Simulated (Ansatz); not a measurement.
# RbSbS3 (model cell, started as cubic perovskite with Sb in the octahedra): a soft mode frozen in, part 2 of 3

Which phase does RbSbS3 (model cell, started as cubic perovskite with Sb in the octahedra) fall into along its unstable mode, and how much energy does it gain?

Ansatz 0.2.0; DFT PBEsol, scalar-relativistic, plane waves, PAW; PAW set soft_1.

So far, highest frequency on the path or at a solved wavevector (cm⁻¹): step 2 (the dispersion) 270. Also lowest frequency on the path (cm⁻¹): step 2 -126.

The structure was built from a prototype and need not be the compound's stable phase.

## (5) Energy along the mode, all amplitudes (two of the runs are shown above)

An imaginary frequency means negative curvature, so the energy should fall and then rise again as anharmonic terms take over.

Numbers from this step:

- depth at the lowest point sampled: 14.30 meV/atom
- largest atomic shift at that point: 0.45 Å

The energy from the parent by largest atomic shift:

| largest atomic shift (Å) | energy from the parent (meV/atom) |
| --- | --- |
| 0.000 | 0 |
| 0.040 | -0.325 |
| 0.080 | -1.22 |
| 0.140 | -3.19 |
| 0.220 | -6.19 |
| 0.320 | -10.0 |
| 0.450 | -14.3 |
| 0.600 | -10.9 |

Displacement at unit largest shift by atom:

| atom | x (Å) | y (Å) | z (Å) | size |
| --- | --- | --- | --- | --- |
| Rb1 | 0.00 | 0.00 | -0.06 | 0.06 |
| Rb2 | 0.00 | 0.00 | 0.06 | 0.06 |
| Sb3 | 0.00 | 0.12 | 0.00 | 0.12 |
| Sb4 | 0.00 | -0.12 | 0.00 | 0.12 |
| S5 | 0.00 | 0.00 | 0.00 | 0.00 |
| S6 | 0.00 | 0.00 | 0.00 | 0.00 |
| S7 | 0.00 | 0.00 | 0.00 | 0.00 |
| S8 | 0.00 | 0.00 | 0.00 | 0.00 |
| S9 | 0.00 | -1.00 | 0.00 | 1.00 |
| S10 | 0.00 | 1.00 | 0.00 | 1.00 |

The lowest of the steps tried is at 0.45 Å, 14.3 meV/atom below the parent; the bottom of the well need not coincide with a step.

## (6) Relaxing from the distorted cell

Starting from the lowest point found, all atoms and the cell are let go, so that strain and other modes of the same symmetry can join in.

Input file input.yaml:

```yaml
crystal:
  lattice:
    - [-5.0714313962, 0.0, 0.0]
    - [0.0, -5.0714313962, -5.0714313962]
    - [0.0, -5.0714313962, 5.0714313962]
  atoms:
    - { symbol: Rb, position: [0.0, 0.5028387742, 0.4971612258] }
    - { symbol: Rb, position: [0.0, 0.9971612258, 1.0028387742] }
    - { symbol: Sb, position: [0.5, -0.0050957288, 0.4949042712] }
    - { symbol: Sb, position: [0.5, 0.5050957288, 0.0050957288] }
    - { symbol: S, position: [0.5, 0.75, 0.75] }
    - { symbol: S, position: [0.5, 0.25, 0.25] }
    - { symbol: S, position: [0.5, 0.75, 0.25] }
    - { symbol: S, position: [0.5, 0.25, 0.75] }
    - { symbol: S, position: [1.0, 0.0443661725, 0.5443661725] }
    - { symbol: S, position: [1.0, 0.4556338275, -0.0443661725] }
kpoints:
  mp_grid: { grid: [8, 6, 6] }
hamiltonian:
  xc: pbesol
  pseudopotentials: { kind: paw, azcp: { folder: soft_1 }, xc_functional: pbe }
scf:
  occupations: { method: methfessel_paxton, width: 0.2 }
output:
  forces: true
  stress: true
  eigenvalues: true
relax:
  adjacent_minimum: "off"
  f_tol: 0.002
  max_steps: 120
  cell: { stress_tol: 0.03 }
```

Command:

```console
$ ansatz run input.yaml --threads 8 --pin off --max-ram 16384MiB --backend cpu --events-out ev --progress --plain --runs-dir out
```

Numbers of over 12 decimals in the logs are rounded to 6 here.

What it wrote:

```text
[...]
Crystal: 10 atoms, lattice volume = 260.869 Å³
Basis set: ecut = 420 eV, 5061 PW (Γ), exchange–correlation on 72×96×96 points (8 copies of the dense FFT grid, shifted against one another)
Bands: 52, of which v1, the nominal top of the filled ones, is band 42 counted from 1 (41 counted from 0)
Symmetry: 8 space group operations
[...]
k-points: 65 of 288
[...]
SCF iter   1: F=—  HF=-24565.912418 eV  |F-HF|=—  |Δ(HF+E_count)|=         —  Δρ=3.40e-2  dr2=8.09e0  ethr=3.10e-3  ⟨swp⟩=11.4  Hψ=17608  notcnv=0
[...]
SCF iter  11: F=-24562.786468 eV  HF=-24562.786468 eV  |F-HF|=2.06e-9  |Δ(HF+E_count)|=   5.24e-8  S|Δr|=    0.00e0  Δρ=1.82e-6  dr2=2.43e-8  ethr=1.19e-10  ⟨swp⟩=18.8  Hψ=20891  notcnv=0
SCF 1 converged in 11 iterations: F = -24562.786468 eV  dr2 = 2.43e-8
[...]
relax step   1: F+E_penalty+E_count = -24562.78646760 eV  Δ(F+E_penalty+E_count) = +0.000e0 eV  max|allowed force component| = 1.842e-1 eV/Å  Δτ_max = 0.0000 Å  P = -0.223 GPa  Ω = 260.869 Å³  (11 SCF iters, dr2 threshold 1.00e-7 eV, accepted)
Crystal: 10 atoms, lattice volume = 257.655 Å³
Basis set: ecut = 420 eV, 5057 PW (Γ), exchange–correlation on 72×96×96 points (8 copies of the dense FFT grid, shifted against one another)
[...]
SCF iter   8: F=-24562.898413 eV  HF=-24562.898413 eV  |F-HF|=1.95e-7  |Δ(HF+E_count)|=   4.05e-7  S|Δr|=    0.00e0  Δρ=7.04e-6  dr2=2.67e-7  ethr=1.19e-9  ⟨swp⟩=12.5  Hψ=18079  notcnv=0
SCF 2 converged in 8 iterations: F = -24562.898413 eV  dr2 = 2.67e-7
relax step   2: F+E_penalty+E_count = -24562.89841283 eV  Δ(F+E_penalty+E_count) = -1.119e-1 eV  max|allowed force component| = 9.400e-2 eV/Å  Δτ_max = 0.1226 Å  P = +0.096 GPa  Ω = 257.655 Å³  energy of the carried Pulay correction = +3.164e-4 eV  (8 SCF iters, dr2 threshold 1.00e-6 eV, accepted)
Crystal: 10 atoms, lattice volume = 257.001 Å³
Basis set: ecut = 420 eV, 5025 PW (Γ), exchange–correlation on 72×96×96 points (8 copies of the dense FFT grid, shifted against one another)
[...]
SCF iter   8: F=-24562.924900 eV  HF=-24562.924900 eV  |F-HF|=1.86e-7  |Δ(HF+E_count)|=   2.01e-7  S|Δr|=    0.00e0  Δρ=6.13e-6  dr2=2.32e-7  ethr=8.10e-10  ⟨swp⟩=13.2  Hψ=18395  notcnv=0
the search or the solves at the SCF's close seem to have found levels that the self-consistency loop had missed (the run counts 1). By its estimate they hold under 1e-12 electrons; where the run keeps them, the occupations were computed again with them
SCF 3 converged in 8 iterations: F = -24562.924900 eV  dr2 = 2.32e-7
relax step   3: F+E_penalty+E_count = -24562.92489966 eV  Δ(F+E_penalty+E_count) = -2.649e-2 eV  max|allowed force component| = 9.372e-2 eV/Å  Δτ_max = 0.1527 Å  P = -0.074 GPa  Ω = 257.001 Å³  energy of the carried Pulay correction = +3.813e-4 eV  (8 SCF iters, dr2 threshold 6.81e-7 eV, accepted)
[...]
relax step   4: F+E_penalty+E_count = -24562.92729444 eV  Δ(F+E_penalty+E_count) = -2.395e-3 eV  max|allowed force component| = 6.016e-2 eV/Å  Δτ_max = 0.0226 Å  P = +0.008 GPa  Ω = 256.738 Å³  energy of the carried Pulay correction = +4.074e-4 eV  (6 SCF iters, dr2 threshold 5.49e-7 eV, accepted)
[...]
relax step   5: F+E_penalty+E_count = -24562.92767080 eV  Δ(F+E_penalty+E_count) = -3.764e-4 eV  max|allowed force component| = 1.457e-3 eV/Å  Δτ_max = 0.0042 Å  P = +0.005 GPa  Ω = 256.675 Å³  energy of the carried Pulay correction = +4.136e-4 eV  (6 SCF iters, dr2 threshold 2.26e-7 eV, accepted)
Basis set: ecut = 420 eV, 5029 PW (Γ), exchange–correlation on 72×100×100 points (8 copies of the dense FFT grid, shifted against one another)
[...]
SCF iter   6: F=-24562.927422 eV  HF=-24562.927422 eV  |F-HF|=7.28e-12  |Δ(HF+E_count)|=  2.55e-11  S|Δr|=    0.00e0  Δρ=4.53e-8  dr2=1.23e-11  ethr=1.00e-12  ⟨swp⟩=10.0  Hψ=16717  notcnv=0
SCF 6 converged in 6 iterations: F = -24562.927422 eV  dr2 = 1.23e-11
relax step   6: F+E_penalty+E_count = -24562.92742191 eV  Δ(F+E_penalty+E_count) = +2.489e-4 eV  max|allowed force component| = 1.492e-3 eV/Å  Δτ_max = 0.0000 Å  P = +0.005 GPa  Ω = 256.675 Å³  stress off target by 8.51e-3 GPa  SCF on the basis re-selected at this cell (its energy is not comparable with the rows above)  (6 SCF iters)
basis re-selected at this cell: Δ(F+E_penalty+E_count) = +2.489e-4 eV, ΔP = -0.000 GPa vs the last step (what re-selecting the basis moved, of the pressure what is left beyond the Pulay correction that the steps carried, after the strain that the cell walked since its last selection, with what the two solves' SCF thresholds leave and, on support functions, any second-order correction that the steps lacked; it is no measure of the basis error at this ecutwfc). The dense FFT grid was sized anew with the basis: this SCF ran on 36×50×50 points, the steps before it on 36×48×48, so part of this shift can come from that change (see relax.cell in the input reference). [rest of the remark cut]
SCF converged after 6 iterations
[...]
Free energy (F): -24562.927422 eV
[...]
Internal energy: -24562.919425 eV  (E = F + TS)
E sigma→0 (E₀):  -24562.925423 eV
Entropy (-TS):   -0.007997 eV (-0.800 meV/atom)
Fermi energy:    5.689372 eV
[...]
--- Forces (eV/Å), atoms counted from 1 ---
  atom   1  Rb     0.00000000     0.00000000    -0.00010690
  atom   2  Rb     0.00000000     0.00000000     0.00010690
  atom   3  Sb     0.00000000    -0.00026881     0.00000000
  atom   4  Sb     0.00000000     0.00026881     0.00000000
  atom   5  S     -0.00000000     0.00000000     0.00000000
  atom   6  S     -0.00000000    -0.00000000     0.00000000
  atom   7  S      0.00000000     0.00000000     0.00000000
  atom   8  S      0.00000000     0.00000000     0.00000000
  atom   9  S      0.00000000    -0.00149163     0.00000000
  atom  10  S      0.00000000     0.00149163     0.00000000
  max |Σ_I F_I| component: 1.58e-30 eV/Å
--- Stress (GPa, compression-positive) ---
       -0.001310       0.000000       0.000000
        0.000000       0.007071       0.000000
        0.000000       0.000000       0.008515
  P = ⅓ Tr σ = 0.0048 GPa (0.048 kbar)
--- Band table (eV; the first three rows and the last of 65) ---
  k-point 0: bands = [... 38 lower, 4.9237, 5.0491, 5.2264, 5.5140, 5.9153, 6.8359, 7.6559, 7.8728, ... 6 higher]
  k-point 1: bands = [... 38 lower, 4.9401, 5.0302, 5.2146, 5.4483, 5.7812, 6.5769, 7.7694, 8.6873, ... 6 higher]
  k-point 2: bands = [... 38 lower, 4.9708, 5.0720, 5.2606, 5.2818, 5.5696, 6.0284, 8.7627, 9.7360, ... 6 higher]
  k-point 64: bands = [... 38 lower, 4.8607, 4.8713, 5.6628, 5.7973, 6.6941, 6.8834, 7.7510, 8.5802, ... 6 higher]
--- Relaxed structure (5 steps of the walk, 5 accepted, 1 SCFs on fresh bases) ---
  F+E_penalty+E_count = -24562.92742191 eV   max|allowed force component| = 1.492e-3 eV/Å   (the final SCF, on the basis selected at the relaxed cell)
  cell:  # Å, volume = 256.6752 Å³
    - [-4.843131, 0.0, 0.0]
    - [0.0, -5.144397, -5.151019]
    - [0.0, -5.144397, 5.151019]
  atoms:
    - { symbol: Rb, position: [0, 0.516808, 0.483192] }
    - { symbol: Rb, position: [0, 0.983192, 1.016808] }
    - { symbol: Sb, position: [0.5, -0.00371013, 0.496290] }
    - { symbol: Sb, position: [0.5, 0.503710, 0.00371013] }
    - { symbol: S, position: [0.5, 0.75, 0.75] }
    - { symbol: S, position: [0.5, 0.25, 0.25] }
    - { symbol: S, position: [0.5, 0.75, 0.25] }
    - { symbol: S, position: [0.5, 0.25, 0.75] }
    - { symbol: S, position: [1.0, 0.071375, 0.571375] }
    - { symbol: S, position: [1.0, 0.428625, -0.071375] }
```

It took 36 s on 8 threads of Arm Neoverse V2, shared host; peak memory 1.3 GiB; 4.6 min of CPU time.

Step by step:

| step | energy less that of the first step (eV) | largest force component (eV/Å) | pressure (GPa) | volume (Å³) |
| --- | --- | --- | --- | --- |
| 1 | 0.0000 | 0.1842 | -0.22 | 260.87 |
| 2 | -0.1119 | 0.0940 | 0.10 | 257.65 |
| 3 | -0.1384 | 0.0937 | -0.07 | 257.00 |
| 4 | -0.1408 | 0.0602 | 0.01 | 256.74 |
| 5 | -0.1412 | 0.0015 | 0.00 | 256.68 |
| 6* | -0.1410 | 0.0015 | 0.00 | 256.68 |

Relaxation steps marked * repeat the geometry before them on a plane-wave basis chosen anew for their cell, so energy and pressure can jump there.

The run keeps the 8 symmetry operations that it works with, so distortions that break them were not tested.

| conventional cell, symmetrised | before | after | change |
| --- | --- | --- | --- |
| a (Å) | 10.143 | 10.289 | +1.4 % |
| b (Å) | 10.143 | 10.302 | +1.6 % |
| c (Å) | 5.071 | 4.843 | -4.5 % |
| volume (Å³/atom) | 26.09 | 25.67 | -1.6 % |

The atoms that moved most (Å, as changes of fractional coordinates times the final cell):

| atom | dx | dy | dz | length |
| --- | --- | --- | --- | --- |
| S9 | 0.000 | -0.278 | 0.000 | 0.278 |
| S10 | 0.000 | 0.278 | 0.000 | 0.278 |
| Rb1 | 0.000 | 0.000 | -0.144 | 0.144 |
| Rb2 | 0.000 | 0.000 | 0.144 | 0.144 |
| Sb3 | 0.000 | -0.014 | 0.000 | 0.014 |
| Sb4 | 0.000 | 0.014 | 0.000 | 0.014 |

Final coordinates:

```cif
data_structure
_symmetry_space_group_name_H-M 'P 1'
_symmetry_Int_Tables_number 1
_cell_length_a 4.8431
_cell_length_b 7.2800
_cell_length_c 7.2800
_cell_angle_alpha 90.074
_cell_angle_beta 90.000
_cell_angle_gamma 90.000
_cell_volume 256.68
loop_
_atom_site_label
_atom_site_type_symbol
_atom_site_fract_x
_atom_site_fract_y
_atom_site_fract_z
_atom_site_occupancy
Rb1 Rb 0.00000 0.51681 0.48319 1
Rb2 Rb 0.00000 0.98319 0.01681 1
Sb3 Sb 0.50000 0.99629 0.49629 1
Sb4 Sb 0.50000 0.50371 0.00371 1
S5 S 0.50000 0.75000 0.75000 1
S6 S 0.50000 0.25000 0.25000 1
S7 S 0.50000 0.75000 0.25000 1
S8 S 0.50000 0.25000 0.75000 1
S9 S 0.00000 0.07138 0.57138 1
S10 S 0.00000 0.42862 0.92862 1
```

This step gave:

```
pressure        : 0.004759 GPa
volume per atom : 25.67 Å³
```

The distorted start has space group Cmmm; the relaxation ends in Cmmm.

## (7) The new phase in its own primitive cell

The relaxed structure is symmetrised, reduced to its primitive cell and relaxed tightly, as its phonons need.

input.yaml, the sections that differ from step 6:

```yaml
crystal:
  lattice:
    - [5.1443972317, -5.1510189964, 0.0]
    - [5.1443972317, 5.1510189964, 0.0]
    - [0.0, 0.0, 4.8431312101]
  atoms:
    - { symbol: Rb, position: [0.2331915857, 0.7668084143, 0.0] }
    - { symbol: Rb, position: [0.7668084143, 0.2331915857, 0.0] }
    - { symbol: Sb, position: [0.2462898736, 0.2462898736, 0.5] }
    - { symbol: Sb, position: [0.7537101264, 0.7537101264, 0.5] }
    - { symbol: S, position: [0.5, 0.0, 0.5] }
    - { symbol: S, position: [0.0, 0.5, 0.5] }
    - { symbol: S, position: [0.0, 0.0, 0.5] }
    - { symbol: S, position: [0.5, 0.5, 0.5] }
    - { symbol: S, position: [0.3213751637, 0.3213751637, 0.0] }
    - { symbol: S, position: [0.6786248363, 0.6786248363, 0.0] }
kpoints:
  mp_grid: { grid: [6, 6, 8] }
relax:
  adjacent_minimum: "off"
  f_tol: 0.001
  max_steps: 60
  cell: { stress_tol: 0.01 }
# hamiltonian, scf, output: as in step 6
```

What it wrote:

```text
[...]
Crystal: 10 atoms, lattice volume = 256.675 Å³
Basis set: ecut = 420 eV, 5029 PW (Γ), exchange–correlation on 100×100×72 points (8 copies of the dense FFT grid, shifted against one another)
Bands: 52, of which v1, the nominal top of the filled ones, is band 42 counted from 1 (41 counted from 0)
Symmetry: 8 space group operations
[...]
k-points: 65 of 288
[...]
- { symbol: Rb, position: [0.766865, 0.233135, 0.0] }
    - { symbol: Sb, position: [0.246290, 0.246290, 0.5] }
    - { symbol: Sb, position: [0.753710, 0.753710, 0.5] }
    - { symbol: S, position: [0.5, 2.7755575615628914e-17, 0.5] }
    - { symbol: S, position: [2.7755575615628914e-17, 0.5, 0.5] }
    - { symbol: S, position: [0, 0, 0.5] }
    - { symbol: S, position: [0.5, 0.5, 0.5] }
    - { symbol: S, position: [0.321641, 0.321641, 0.0] }
    - { symbol: S, position: [0.678359, 0.678359, 0.0] }
[key lines of the parts left out:]
SCF converged after 6 iterations
Free energy (F): -24562.927429 eV
Fermi energy:    5.690332 eV
P = ⅓ Tr σ = -0.0002 GPa (-0.002 kbar)
```

The job ended after 26 s (8 threads; peak memory 1.3 GiB; 3.3 min of CPU time).

Little changed from the start: no atom moved by 0.005 Å and no cell edge by 0.1 %.

This step gave:

```yaml
pressure: -2.23e-4 GPa
```

The largest force component left is 0.33 meV/Å and the pressure is 0.000 GPa, within the tolerances set. The cell now holds 25.67 Å³/atom.

(Continued in part 3 of 3.)

[Logs are printed without paths, hosts, clocks, repeated set-up lines and the standing remarks that a program may print on its own settings, such as how far it seeks lower states.]

[Hosts, paths, dates, database ids (printed as entryN), source tags and the programs' standing remarks are cut or masked in the printed files.]
